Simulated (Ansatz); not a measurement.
# Photoemission of Si(111) with Cl on 25 % of the top atoms and H on the rest, part 2 of 3

What would XPS and angle-resolved spectra of Si(111) with Cl on 25 % of the top atoms and H on the rest look like?

Ansatz 0.2.0; DFT, PBE, plane-wave PAW, scalar-relativistic; PAW set soft_1.

So far: The starting structure; Relaxation; Bands by layer.

### Step 3. Bands by layer (continued)

Maxima picked by a test of local sharpness, so broad peaks and shoulders can be missing; peaks within 0.45 eV of a curve's cut are left out. Valence peaks, by row, the first 40 of 54 rows:

```
photon energy (eV)  binding energy (eV)  height (% of the maximum within 13 eV)  main shell  its share (%)
              21.2                 10.6                                   5.463       Si 3s          47.42
              21.2                9.695                                   8.543       Si 3s          40.45
              21.2                8.945                                   12.56        H 1s          41.52
              21.2                8.245                                   12.14        H 1s          47.69
              21.2                7.345                                   13.01        H 1s          47.41
              21.2                6.545                                   27.12        H 1s          41.39
              21.2                5.895                                   19.09       Cl 3p          41.51
              21.2                5.445                                   26.88       Cl 3p          46.26
              21.2                3.545                                     100       Cl 3p          71.22
              21.2                2.795                                   67.06       Cl 3p          69.27
              21.2                2.245                                   30.65       Cl 3p          64.25
              21.2                1.645                                   28.86       Cl 3p           57.5
                60                15.75                                   106.5       Cl 3s          94.89
                60                 10.6                                   23.78       Si 3s          76.81
                60                9.645                                   33.96       Si 3s          72.57
                60                8.945                                   44.24       Si 3s           69.3
                60                8.245                                   31.76       Si 3s          63.26
                60                7.345                                   29.11       Si 3s           54.2
                60                6.545                                   59.69       Si 3s          42.97
                60                5.895                                   35.28       Si 3s          38.59
                60                5.445                                   32.25       Si 3p          25.41
                60                4.095                                   59.99       Si 3p          45.59
                60                3.545                                     100       Cl 3p          44.24
                60                2.795                                   77.75       Si 3p             47
                60                2.245                                   56.85       Si 3p          67.45
                60                1.645                                   57.69       Si 3p          71.04
              1487                15.75                                     155       Cl 3s          96.71
              1487                 11.2                                    31.8       Si 3s          96.22
              1487                 10.6                                    60.8       Si 3s          94.89
              1487                9.595                                   84.29       Si 3s          94.12
              1487                8.945                                   97.26       Si 3s          92.95
              1487                8.245                                   66.03       Si 3s          91.06
              1487                7.345                                   53.27       Si 3s          88.29
              1487                6.545                                     100       Si 3s          83.48
              1487                5.895                                   56.04       Si 3s          81.74
              1487                4.345                                   38.32       Si 3s          37.53
              1487                3.545                                   62.72       Cl 3p          43.18
              1487                2.795                                   46.92       Si 3p          41.29
              1487                2.245                                   37.06       Si 3p          54.59
              1487                1.695                                   35.18       Si 3p          59.59
```

From the valence-band maximum. Planar mean, electrostatic potential against z:

z (Å), planar mean, electrostatic potential (eV) and a bar from the least value:
```
        0        4.9 #############################
        1        4.7 #############################
        2        4.7 #############################
        3        4.7 #############################
        4        4.7 #############################
        5        4.7 #############################
        6        4.5 #############################
        7        2.3 ########################
        8       -3.7 #############
        9       -9.4 #
       10       -0.1 ####################
       11       -2.0 ################
       12      -10.0 
       13       -2.1 ################
       14        0.0 ####################
       15       -9.5 #
       16       -3.8 ############
       17        2.0 ########################
       18        3.4 ##########################
       19        5.1 ##############################
       20        5.2 ##############################
       21        5.2 ##############################
       22        5.2 ##############################
       23        5.2 ##############################
       24        5.1 ##############################
```

The intensity has structure finer than the step of the table below, so its rows give means over 0.5 eV, whole bins alone (the curve runs from -17.6 to 1.43 eV). Peaks (eV: height): Cl K-beta -3.57: 99.8; Cl K-beta, E along x -3.47: 133; Cl K-beta, E along y -3.47: 133; Cl K-beta, E along z -4.37: 74.5; Cl L2,3 -15.77: 98.2.

Shapes are the site's partial DOS without matrix elements, which overweights lines from ligand s bands. The intensity by emission energy less the core level's binding energy, zero at the valence-band maximum; means over each step; 7 of 10 lines; values in % of the unpolarised maximum:

```
emission energy less the core level's binding energy (eV)  Cl K-beta  Cl K-beta, E along x  Cl K-beta, E along y  Cl K-beta, E along z  Cl L2,3  Si K-beta  Si K-beta, E along x
                                                    -17.0      0.253                 0.179                 0.179                 0.399    0.683      0.299                 0.247
                                                    -16.5      0.386                 0.193                 0.193                 0.771     4.30      0.465                 0.292
                                                    -16.0      0.754                 0.209                 0.209                  1.84     55.9       1.05                 0.404
                                                    -15.5      0.808                 0.226                 0.226                  1.97     63.6       1.14                 0.446
                                                    -15.0      0.472                 0.246                 0.246                 0.924     5.69      0.593                 0.398
                                                    -14.5      0.367                 0.269                 0.269                 0.564    0.751      0.475                 0.423
                                                    -14.0      0.366                 0.295                 0.295                 0.508    0.341      0.501                 0.482
                                                    -13.5      0.394                 0.324                 0.324                 0.533    0.200      0.571                 0.567
                                                    -13.0      0.439                 0.359                 0.359                 0.600    0.134      0.686                 0.692
                                                    -12.5      0.504                 0.400                 0.400                 0.713   0.0993      0.882                 0.897
                                                    -12.0      0.606                 0.449                 0.449                 0.919   0.0938       1.34                  1.36
                                                    -11.5      0.786                 0.510                 0.510                  1.34    0.200       2.67                  2.74
                                                    -11.0       1.09                 0.588                 0.588                  2.09    0.431       5.17                  5.39
                                                    -10.5       1.53                 0.689                 0.689                  3.21    0.731       8.66                  9.30
                                                    -10.0       2.14                 0.817                 0.817                  4.80    0.975       11.8                  12.5
                                                     -9.5       2.94                 0.977                 0.977                  6.87     1.14       15.5                  17.1
                                                     -9.0       3.94                  1.17                  1.17                  9.47     1.40       16.4                  18.3
                                                     -8.5       4.86                  1.37                  1.37                  11.8     1.12       14.4                  16.4
                                                     -8.0       5.99                  1.67                  1.67                  14.6     1.12       12.7                  14.5
                                                     -7.5       7.41                  2.16                  2.16                  17.9    0.922       14.2                  15.3
                                                     -7.0       10.3                  3.09                  3.09                  24.7    0.937       21.9                  20.8
                                                     -6.5       14.8                  4.45                  4.45                  35.5     1.55       32.8                  29.4
                                                     -6.0       18.3                  5.99                  5.99                  43.0    1.000       28.2                  26.8
                                                     -5.5       23.4                  8.88                  8.88                  52.5     1.24       23.4                  20.3
                                                     -5.0       29.5                  17.5                  17.5                  53.4    0.563       23.0                  20.7
                                                     -4.5       52.6                  43.9                  43.9                  70.0    0.574       40.0                  36.6
                                                     -4.0       81.3                  92.7                  92.7                  58.4    0.330       67.3                  60.1
                                                     -3.5       97.1                   129                   129                  33.9    0.128       79.4                  75.4
                                                     -3.0       81.7                   112                   112                  20.4   0.0507       87.4                  84.5
                                                     -2.5       60.7                  84.5                  84.5                  13.1   0.0432       97.4                  99.1
                                                     -2.0       40.2                  55.2                  55.2                  10.4   0.0702       99.6                   104
                                                     -1.5       27.8                  37.2                  37.2                  9.10   0.0847       89.3                  88.8
                                                     -1.0       15.4                  20.1                  20.1                  5.89   0.0453       59.9                  65.4
                                                     -0.5       7.64                  10.0                  10.0                  2.83  0.00985       32.8                  41.3
                                                      0.0       4.27                  5.57                  5.57                  1.68  0.00656       16.5                  21.4
                                                      0.5       2.71                  3.46                  3.46                  1.20  0.00569       6.99                  8.52
                                                      1.0       1.93                  2.42                  2.42                 0.932  0.00510       3.69                  4.19
```

Window up to 4.6 eV. Shell moments, by row:

```
element  shell  occupied states an atom  centre of occupied part (eV)  rms width of occupied part (eV)  centre up to the window's top (eV)  rms width up to the window's top (eV)
     Cl     3s                     1.87                        -14.93                            2.515                              -14.25                                  4.224
     Cl     3p                    5.367                        -3.741                            1.619                              -3.294                                  2.304
      H     1s                    1.022                          -4.9                            2.326                              -2.761                                   4.18
     Si     3s                    1.199                        -7.958                            2.346                              -5.095                                  5.258
     Si     3p                    2.731                        -3.651                            2.508                              -1.194                                  3.942
```

The broadened DOS, unweighted empty DOS by E, zero at the valence-band maximum; read off at these points:

E (eV), broadened DOS, unweighted empty DOS (states/eV/cell) and a bar:
```
    -0.97        0.0 
    -0.87        0.0 
    -0.67        0.0 
    -0.57        0.0 
    -0.47        0.0 
    -0.27        0.0 
    -0.17        0.0 
    -0.07        0.0 
     0.03        0.0 
     0.13        0.0 
     0.23        0.0 
     0.43        0.0 
     0.53        0.1 
     0.63        0.2 
     0.83        0.9 #
     0.93        1.7 ##
     1.03        2.5 ###
     1.23        3.7 #####
     1.33        3.8 #####
     1.43        4.0 #####
     1.63        6.3 ########
     1.73        8.4 ###########
     1.83       10.6 ##############
     2.03       13.4 ##################
     2.13       13.7 ##################
     2.23       13.7 ##################
     2.43       14.6 ###################
     2.53       15.6 #####################
     2.63       16.7 ######################
     2.83       18.1 ########################
     2.93       18.5 #########################
     3.13       18.9 #########################
     3.23       19.4 ##########################
     3.33       20.3 ###########################
     3.53       21.5 #############################
     3.63       20.9 ############################
     3.73       19.7 ##########################
     3.93       19.7 ##########################
     4.03       22.6 ##############################
```

Recipe: projected DOS times atomic cross section and asymmetry factor (linear light, 10° from the polarisation), occupied states only, Fermi edge at 300 K, a Lorentzian width of 0.2 eV growing by 0 eV per eV of binding energy, and a resolution of 0.1 eV. Each atom is damped by exp[−depth/(λ cos θ)], θ = 60° from the normal, λ from the universal curve. Curves are cut 10 eV under the photon energy, above any shell that the free atom's threshold puts out of reach, or at the lower edge of the window: 11.2 eV at 21.2 eV, 17.6 eV at 60 eV, 17.6 eV at 1486.7 eV and 17.6 eV at 5950 eV. Matrix elements of the solid and inelastic losses aren't modelled, nor non-dipole terms, which matter above 3 keV.

Share of each shell in the spectrum's area (%), by photon energy:

```
shell  21.2 eV  60 eV  1486.7 eV  5950 eV
Cl 3s      0.0   12.1       14.8     17.5
Cl 3p     55.5   18.7        9.5      2.4
 H 1s     29.2    9.2        0.1      0.0
Si 3s      6.0   23.3       60.4     76.3
Si 3p      9.4   36.7       15.2      3.8
```

Cross sections used, in Mb an electron:

```
shell  21.2 eV  60 eV  1486.7 eV  5950 eV
Cl 3s        -   0.20     0.0012   4.5e-5
Cl 3p      2.7   0.18     3.8e-4   4.0e-6
 H 1s      1.9  0.092     3.0e-6   2.7e-8
Si 3s     0.13   0.15     5.3e-4   1.6e-5
Si 3p     0.15   0.13     8.8e-5   7.5e-7
```

Regions along c: top from 15.2 to 21.6 Å, middle from 9.9 to 14.8 Å, bottom from 3.0 to 9.5 Å.

States with weight above 0.08 nearest the zero at Γ of the zone, within the window kept, -7.4 to 4.9 eV (levels that the program groups as degenerate share a row):

```
E (eV)  weight, total  weight, top  weight, middle  weight, bottom
 -2.82           0.10         0.10            0.00            0.00
 -1.25           0.96         0.17            0.53            0.21
 -0.85           1.99         0.16            1.36            0.31
 -0.44           1.98         0.44            0.40            0.79
  0.00           1.99         0.32            0.92            0.55
  1.85           0.91         0.11            0.56            0.16
  2.19           0.94         0.21            0.25            0.34
  2.54           0.96         0.11            0.55            0.24
  3.10           1.98         0.29            1.11            0.42
  3.14           0.10         0.07            0.02            0.00
```

The largest force component on a free atom is 0.012 eV/Å, so the atoms are at rest for these settings too.

### Step 4. Z+1 stand-in on atom 5

System of this step: Si23PH7Cl. The cell holds 32 atoms: 1 Cl, 7 H, 1 P and 23 Si. Its edges and angles: a = 7.679 Å, b = 7.679 Å, c = 24.594 Å, α = 90.0°, β = 90.0°, γ = 60.0°. It derives from Si. Regions: ad, 4 atoms (1 Cl and 3 H); L1, 4 atoms (1 P and 3 Si); L2, 4 atoms (4 Si); L3, 4 atoms (4 Si); mid, 4 atoms (4 Si); rest, 12 atoms (8 Si and 4 H). Vacuum lies along c.

An atom with a screened core hole acts much like the next element, so total energies with that element on different sites give core-level shifts.

input.yaml

```yaml
crystal:
  lattice:
    - [7.6791796437, 0.0, 0.0]
    - [3.8395898218, 6.6503646517, 0.0]
    - [0.0, 0.0, 24.5937769138]
  atoms:
    - { symbol: Cl, position: [0.0, 0.0, 0.7160774289] }
    - { symbol: H, position: [0.5004375858, -0.0008751717, 0.6933859994] }
    - { symbol: H, position: [-0.0008751717, 0.5004375858, 0.6933859994] }
    - { symbol: H, position: [0.5004375858, 0.5004375858, 0.6933859994] }
    - { symbol: P, position: [0.0, 0.0, 0.6305822164] }
    - { symbol: Si, position: [0.499745901, 0.000508198, 0.6323439879] }
    - { symbol: Si, position: [0.000508198, 0.499745901, 0.6323439879] }
    - { symbol: Si, position: [0.499745901, 0.499745901, 0.6323439879] }
[... 20 atom lines left out ...]
    - { symbol: H, position: [0.0, 0.0, 0.284624847] }
    - { symbol: H, position: [0.5, 0.0, 0.284624847] }
    - { symbol: H, position: [0.0, 0.5, 0.284624847] }
    - { symbol: H, position: [0.5, 0.5, 0.284624847] }
kpoints:
  mp_grid: { grid: [3, 3, 1] }
scf:
  occupations: { method: fermi_dirac, width: 0.02 }
  n_extra_bands: 25
hamiltonian:
  xc: pbe
  pseudopotentials: { kind: paw, azcp: { folder: soft_1 } }
output:
  forces: true
  write_potential: true
  volumetric_format: []
efield:
  axis: 3
  dipole_correction: true
```

Command:

```bash
ansatz run input.yaml --threads 4 --pin off --max-ram 11264MiB --backend cpu --events-out ev --progress --plain --runs-dir out
```

Elapsed: 60 s, on 4 threads of Intel Xeon at 2.50GHz (Skylake/Cascade Lake), shared host; peak memory 1.8 GiB; 2 min of CPU time.

This run has no spin polarisation although its electron count is odd.

This step gave:

```
free energy             : -16569.3107 eV
energy at zero smearing : -16569.2985 eV
smearing term TS        : 0.02437 eV
Fermi energy            : 0.6626 eV
```

[end of part 2 of 3]

[Logs are printed without paths, hosts, clocks, repeated set-up lines and the standing remarks that a program may print on its own settings, such as how far it seeks lower states.]

[Hosts, paths, dates, database ids (printed as entryN), source tags and the programs' standing remarks are cut or masked in the printed files.]

[Maps of the electrostatic potential energy from Ansatz leave out the sawtooth potential of an applied field or a dipole correction, so their vacuum need not be flat; work functions include it.]
